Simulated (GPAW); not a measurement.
# A Li chain with a Pd atom on top of one atom: transmission at several levels, part 2 of 2

Wanted: the zero-bias transmission of a Li chain with a Pd atom on top of one atom on a ladder of levels, with run times.

GPAW 26.7.0; GPAW LCAO, PAW setups; Landauer transmission from Green's functions with principal layers (ASE), zero bias.

So far, transmission at the Fermi level (one spin): step 2 (GPAW, dzp, PBE, GPAW) 0.732; step 3 (basis szp(dzp), PBE, GPAW) 0.736; step 4 (basis sz(dzp), PBE, GPAW) 0.815; step 5 (LDA) 0.686.

## 6. The ladder

Times are for 1 thread of Arm Neoverse N1, shared host. The series side by side:

```
no.      run  conductance (G₀)  time  memory (GiB)
  1      dzp            0.7319  61 s          0.99
  2      szp            0.7360  57 s          0.98
  3       sz            0.8135  47 s          0.92
  4  dzp LDA            0.6850  54 s             1
```

## 7. The levels side by side

The curves are compared point by point over the common energies.

This step: comparison of transmission and cost over codes and levels (GPAW 26.7.0).

Ladder, by row:

```
   step  code  T at the Fermi level (sum over the listed spins)  conductance (G0)  r.m.s. T(E) from the first  wall time (s)  peak memory (GiB)  threads
    dzp  GPAW                                            0.7324            0.7319                           0          61.44               0.99        1
    szp  GPAW                                            0.7362             0.736                      0.1313          57.42               0.98        1
     sz  GPAW                                            0.8147            0.8135                      0.4023          47.07               0.92        1
dzp-LDA  GPAW                                            0.6862            0.6851                     0.08536          54.22                  1        1
```

Transmission, zone mean, sum over the listed spins against energy, zero at the Fermi level:

```
energy (eV)      dzp      szp       sz  dzp-LDA
    -3.0000        0        0        0        0
    -2.7750        0        0        0        0
    -2.4750        0        0        0        0
    -2.2500        0        0        0        0
    -2.0250        0        0        0        0
    -1.7250        0        0        0        0
    -1.5000        0        0        0        0
    -1.2750        0        0  1.2e-14        0
    -0.9750        0        0    0.270        0
    -0.7500   0.0717   0.0607    0.993  0.00874
    -0.6750    0.989    0.777    0.986    0.984
    -0.5250    0.555    0.478    0.458    0.488
    -0.3000    0.818    0.801    0.931    0.753
    -0.2250    0.752    0.751    0.781    0.692
     0.0000    0.732    0.736    0.815    0.686
     0.2250    0.708    0.724    0.817    0.657
     0.5250    0.649    0.706    0.782    0.568
     0.7500    0.518    0.665    0.680    0.363
     0.9750  0.00498    0.413    0.296    0.147
     1.2750    0.950    0.778    0.510    0.971
     1.5000    0.985    0.969    0.856    0.988
     1.6500    0.980    0.979    0.915    0.980
     1.7250    0.973    0.978    0.930    0.970
     2.0250    0.852    0.934    0.956    0.791
     2.2500    0.377    0.533    0.959   1.1e-7
     2.4750  8.4e-10  7.2e-10    0.958  1.7e-10
     2.7750  1.3e-11  2.2e-11    0.961  4.2e-12
     2.8500  5.2e-12  9.2e-12    0.978  1.5e-12
     3.0000  3.7e-14  2.7e-12    0.728  3.2e-14
```

## 8. Smearing 0.025: width = 0.025

Smearing helps the SCF of a metal converge, but it blurs occupations at band edges near the Fermi level.

This step: GPAW LCAO, PAW setups; Landauer transmission from Green's functions with principal layers (ASE), zero bias (GPAW 26.7.0).

Input file run.py:

```python
import json
import numpy as np
from ase import Atoms
from ase.transport.calculators import TransportCalculator
from gpaw import GPAW, FermiDirac
from gpaw.lcao.tools import get_lcao_hamiltonian
from scipy.linalg import eigh

# The junction with lead layers at both ends, along the third cell vector
device = Atoms(
    ['Li', 'Li', 'Li', 'Li', 'Li', 'Li', 'Pd', 'Li', 'Li', 'Li', 'Li', 'Li'],
    positions=[
        [4.50000, 4.50000, 1.47500],
        [4.50000, 4.50000, 4.42500],
        [4.50000, 4.50000, 7.37500],
        [4.50000, 4.50000, 10.32500],
        [4.50000, 4.50000, 13.27500],
        [4.50000, 4.50000, 16.22500],
        [7.01520, 4.50000, 16.22500],
        [4.50000, 4.50000, 19.17500],
        [4.50000, 4.50000, 22.12500],
        [4.50000, 4.50000, 25.07500],
        [4.50000, 4.50000, 28.02500],
        [4.50000, 4.50000, 30.97500]],
    cell=[[9.0, 0.0, 0.0], [0.0, 9.0, 0.0], [0.0, 0.0, 32.45]],
    pbc=True)

# One principal layer of the lead: the first 3 atoms of the device
lead = Atoms(
    ['Li', 'Li', 'Li'],
    positions=[
        [4.50000, 4.50000, 1.47500],
        [4.50000, 4.50000, 4.42500],
        [4.50000, 4.50000, 7.37500]],
    cell=[[9.0, 0.0, 0.0], [0.0, 9.0, 0.0], [0.0, 0.0, 8.85]],
    pbc=True)

settings = dict(mode='lcao', basis='dzp', xc='PBE', h=0.2,
                occupations=FermiDirac(0.025), maxiter=250,
                mixer=dict(beta=0.1, nmaxold=8, weight=100.0),
                convergence=dict(density=0.0001))
energies = np.arange(-3, 3 + 1e-9, 0.075)
eta = 0.0001
n1, n2 = 1, 1
# k and -k transmit alike, so half of the mesh across the current serves
mesh = [(i, j) for i in range(n1) for j in range(n2) if (i, j) <= (-i % n1, -j % n2)]
weights = np.array([1 if (i, j) == (-i % n1, -j % n2) else 2 for i, j in mesh]) / (n1 * n2)

# [... helper functions left out ...]
fermi_lead = ground_state(lead, (1, 1, 13), 'lead.txt')
fermi_device = ground_state(device, (1, 1, 3), 'device.txt')
# [... loop over the mesh left out, but for ...]
        # Shift the lead onto the potential of the device's first layer
        shift = ((H[:, 0, 0] - H0[:, 0, 0]) / S0[0, 0]).real.mean()
# [...]
kT = 8.617333e-5 * 300
bias = [0.1, 0.2, 0.5, 1.0, 1.5, 2.0]
# [... integrals and printing left out ...]
```

Run with:

```
$ OMP_NUM_THREADS=1 OPENBLAS_NUM_THREADS=1 python run.py
```

What it wrote:

```text
basis functions: device 82, principal layer 15
Fermi level: lead -2.7385 eV, device -2.7320 eV; lead shifted by 0.0258 eV
largest coupling past the next layer 1.28e-08 eV, largest misfit of the first layer 0.017 eV
  E-E_F (eV)   T (one spin)  [channel counts left out]
    -3.000    1.3347e-15
    -2.925    1.3197e-15
    -2.850    1.3039e-15
    -2.775    1.2873e-15
    -2.700    1.2699e-15
    -2.625    1.2516e-15
    -2.550    1.2324e-15
    -2.475    1.2124e-15
    -2.400    1.1914e-15
    -2.325    1.1695e-15
    -2.250    1.1466e-15
    -2.175    1.1227e-15
    -2.100    1.0979e-15
    -2.025    1.0720e-15
    -1.950    1.0452e-15
    -1.875    1.0174e-15
[...]
2.475    1.6325e-09
     2.550    3.7993e-10
     2.625    1.2430e-10
     2.700    4.7943e-11
     2.775    2.0143e-11
     2.850    8.5761e-12
     2.925    3.2986e-12
     3.000    7.9110e-13
conductance at 300 K: 0.73776 G0 a cell; thermopower -7.261 uV/K
current from the zero-bias T(E) at 0.1 V: 5.6163 uA
current from the zero-bias T(E) at 0.2 V: 10.516 uA
current from the zero-bias T(E) at 0.5 V: 22.474 uA
current from the zero-bias T(E) at 1.0 V: 49.431 uA
current from the zero-bias T(E) at 1.5 V: 72.12 uA
current from the zero-bias T(E) at 2.0 V: 80.948 uA
```

The job ended after 63 s (1 thread of Arm Neoverse N1, shared host; peak memory 1 GiB).

This step gave:

* conductance: 0.7378 G₀
* largest coupling past the next principal layer: 1.28e-8 eV
* largest misfit of the first principal layer: 0.01710 eV
* shift that aligns the lead: 0.02583 eV
* transmission at the Fermi level (one spin): 0.7548

One spin. The transmission, zone mean by energy, zero at the Fermi level:

```
energy (eV)  transmission, zone mean
    -3.0000                        0
    -2.7750                        0
    -2.4750                        0
    -2.2500                        0
    -2.0250                        0
    -1.7250                        0
    -1.5000                        0
    -1.2750                        0
    -0.9750                        0
    -0.7500                    0.891
    -0.5250                    0.992
    -0.2250                    0.625
    -0.0750                    0.803
     0.0000                    0.755
     0.2250                    0.703
     0.5250                    0.663
     0.7500                    0.588
     0.9750                    0.224
     1.2750                    0.909
     1.5000                    0.989
     1.5750                    0.990
     1.7250                    0.985
     2.0250                    0.905
     2.2500                    0.539
     2.4750                   1.6e-9
     2.7750                  2.0e-11
     3.0000                        0
```

Not self-consistent under bias; the bias window is split evenly. Table of current through one cell, from the zero-bias transmission by bias:

```
bias (V)  current through one cell, from the zero-bias transmission (μA)
   0.100                                                            5.62
   0.200                                                            10.5
   0.500                                                            22.5
   1.000                                                            49.4
   1.500                                                            72.1
   2.000                                                            80.9
```

Table of transmission of the three most open eigenchannels by energy, zero at the Fermi level:

```
energy (eV)  channel 1  channel 2 = channel 3
      -3.00          0                      0
      -2.85          0                      0
      -2.70          0                      0
      -2.55          0                      0
      -2.33          0                      0
      -2.17          0                      0
      -2.02          0                      0
      -1.88          0                      0
      -1.73          0                      0
      -1.57          0                      0
      -1.35          0                      0
      -1.20          0                      0
      -1.05          0                      0
      -0.90          0                      0
      -0.75      0.891                      0
      -0.60      0.460                      0
      -0.38      0.683                      0
      -0.23      0.625                      0
      -0.07      0.803                      0
       0.00      0.755                      0
       0.07      0.733                      0
       0.23      0.703                      0
       0.38      0.683                      0
       0.60      0.650                      0
       0.75      0.588                      0
       0.90      0.417                      0
       1.05    0.00639                      0
       1.20      0.730                      0
       1.35      0.965                      0
       1.57      0.990                      0
       1.73      0.985                      0
       1.88      0.964                      0
       2.02      0.905                      0
       2.17      0.738                      0
       2.33      0.130                      0
       2.55    3.8e-10                      0
       2.70    4.8e-11                      0
       2.85    8.6e-12                      0
       3.00          0                      0
```

The conductance, 0.738 G₀, lies 0.8 % above that of the dzp run. One computed point stands apart from its neighbours (T = 0.0290 at -0.15 eV, between 0.625 and 0.803), which enters the thermal average.

## 9. Basis sz(dzp), grid spacing 0.16

A smaller basis is cheaper in every inversion. The real-space grid carries density and potential; a coarse one breaks translation symmetry along the lead and scatters electrons that should pass.

Edit run.py of step 8 so:

```diff
@@ -37,4 +37,4 @@
 
-settings = dict(mode='lcao', basis='dzp', xc='PBE', h=0.2,
-                occupations=FermiDirac(0.025), maxiter=250,
+settings = dict(mode='lcao', basis='sz(dzp)', xc='PBE', h=0.16,
+                occupations=FermiDirac(0.1), maxiter=250,
                 mixer=dict(beta=0.1, nmaxold=8, weight=100.0),
```

What it wrote:

```text
basis functions: device 23, principal layer 3
Fermi level: lead -2.6878 eV, device -2.6335 eV; lead shifted by 0.0007 eV
largest coupling past the next layer 1.25e-08 eV, largest misfit of the first layer 0.004 eV
  E-E_F (eV)   T (one spin)  [channel counts left out]
    -3.000    6.6701e-20
    -2.925    6.0704e-20
    -2.850    5.5046e-20
    -2.775    4.9728e-20
    -2.700    4.4747e-20
    -2.625    4.0101e-20
    -2.550    3.5787e-20
    -2.475    3.1800e-20
    -2.400    2.8135e-20
    -2.325    2.4788e-20
    -2.250    2.1755e-20
    -2.175    1.9036e-20
    -2.100    1.6644e-20
    -2.025    1.4614e-20
    -1.950    1.3035e-20
    -1.875    1.2172e-20
[...]
2.475    9.5798e-01
     2.550    9.5695e-01
     2.625    9.5617e-01
     2.700    9.5658e-01
     2.775    9.6084e-01
     2.850    9.7813e-01
     2.925    7.1615e-01
     3.000    7.2701e-01
conductance at 300 K: 0.81375 G0 a cell; thermopower -0.718 uV/K
current from the zero-bias T(E) at 0.1 V: 6.3026 uA
current from the zero-bias T(E) at 0.2 V: 12.592 uA
current from the zero-bias T(E) at 0.5 V: 31.418 uA
current from the zero-bias T(E) at 1.0 V: 59.508 uA
current from the zero-bias T(E) at 1.5 V: 88.995 uA
current from the zero-bias T(E) at 2.0 V: 111.52 uA
```

The job ended after 95 s (1 thread; peak memory 1.7 GiB).

Numbers from this step:

* conductance: 0.8138 G₀
* largest coupling past the next principal layer: 1.25e-8 eV
* largest misfit of the first principal layer: 0.003724 eV
* shift that aligns the lead: 6.68e-4 eV
* basis functions of the junction: 23
* basis functions of a principal layer: 3
* transmission at the Fermi level (one spin): 0.8149

One spin. Transmission, zone mean against energy, zero at the Fermi level:

```
energy (eV)  transmission, zone mean
      -3.00                        0
      -2.85                        0
      -2.70                        0
      -2.55                        0
      -2.33                        0
      -2.17                        0
      -2.02                        0
      -1.88                        0
      -1.73                        0
      -1.57                        0
      -1.35                        0
      -1.20                        0
      -1.05                  6.7e-10
      -0.90                    0.743
      -0.75                    0.992
      -0.60                    0.754
      -0.38                    0.550
      -0.30                    0.936
      -0.23                    0.782
      -0.07                    0.807
       0.00                    0.815
       0.07                    0.819
       0.23                    0.817
       0.38                    0.806
       0.60                    0.761
       0.75                    0.682
       0.90                    0.486
       1.05                   0.0764
       1.20                    0.236
       1.35                    0.690
       1.57                    0.892
       1.73                    0.930
       1.88                    0.947
       2.02                    0.956
       2.17                    0.959
       2.33                    0.959
       2.55                    0.957
       2.70                    0.957
       2.85                    0.978
       3.00                    0.727
```

Not self-consistent under bias; the bias window is split evenly. Current through one cell, from the zero-bias transmission against bias:

```
bias (V)  current through one cell, from the zero-bias transmission (μA)
   0.100                                                            6.30
   0.200                                                            12.6
   0.500                                                            31.4
   1.000                                                            59.5
   1.500                                                            89.0
   2.000                                                             112
```

Transmission of the three most open eigenchannels against energy, zero at the Fermi level:

```
energy (eV)  channel 1  channel 2 = channel 3
      -3.00          0                      0
      -2.85          0                      0
      -2.70          0                      0
      -2.55          0                      0
      -2.33          0                      0
      -2.17          0                      0
      -2.02          0                      0
      -1.88          0                      0
      -1.73          0                      0
      -1.57          0                      0
      -1.35          0                      0
      -1.20          0                      0
      -1.05    6.7e-10                      0
      -0.90      0.743                      0
      -0.75      0.992                      0
      -0.60      0.754                      0
      -0.38      0.550                      0
      -0.23      0.782                      0
      -0.07      0.807                      0
       0.00      0.815                      0
       0.07      0.819                      0
       0.23      0.817                      0
       0.38      0.806                      0
       0.60      0.761                      0
       0.75      0.682                      0
       0.90      0.486                      0
       1.05     0.0764                      0
       1.20      0.236                      0
       1.35      0.690                      0
       1.57      0.892                      0
       1.73      0.930                      0
       1.88      0.947                      0
       2.02      0.956                      0
       2.17      0.959                      0
       2.33      0.959                      0
       2.55      0.957                      0
       2.70      0.957                      0
       2.85      0.978                      0
       3.00      0.727                      0
```

The conductance, 0.814 G₀, lies 11 % above that of the dzp run.

## 10. Summary of results

* conductance: 0.732 G₀
* transmission at the Fermi level, mean of the spins: 0.732
* thermopower: about 0 (under 1.5 μV/K)

What this shows: In the dzp basis the junction conducts 0.732 G₀ at 300 K, with T = 0.732 a spin at the Fermi level; the szp basis reaches that conductance within 10 %. At the Fermi level one eigenchannel carries the current (0.73). Measured against the first run (dzp), the nearest curve is that of dzp-LDA (r.m.s. 0.085) and the farthest that of sz (0.40). Over the compared runs wall time goes from 47 s (sz) to 61 s (dzp), on a shared host. The geometry was built from estimated bond lengths and not relaxed, so the numbers describe this model structure. The run had no spin polarisation, so a magnetic state, which chains and small molecules with open shells often have, wasn't tested. An evenly spaced straight chain is an idealisation: free chains tend to dimerise, zigzag or, where a band edge lies near the Fermi level, turn magnetic. The currents use the zero-bias T(E) throughout, which holds only while the bias is small against the distance to the nearest feature. The energy step is wider than the thermal energy, so the conductance and thermopower rest on interpolation of T(E).

[Logs are printed without paths, hosts, clocks, repeated set-up lines and the standing remarks that a program may print on its own settings, such as how far it seeks lower states.]

[Hosts, paths, dates, database ids (printed as entryN), source tags and the programs' standing remarks are cut or masked in the printed files.]
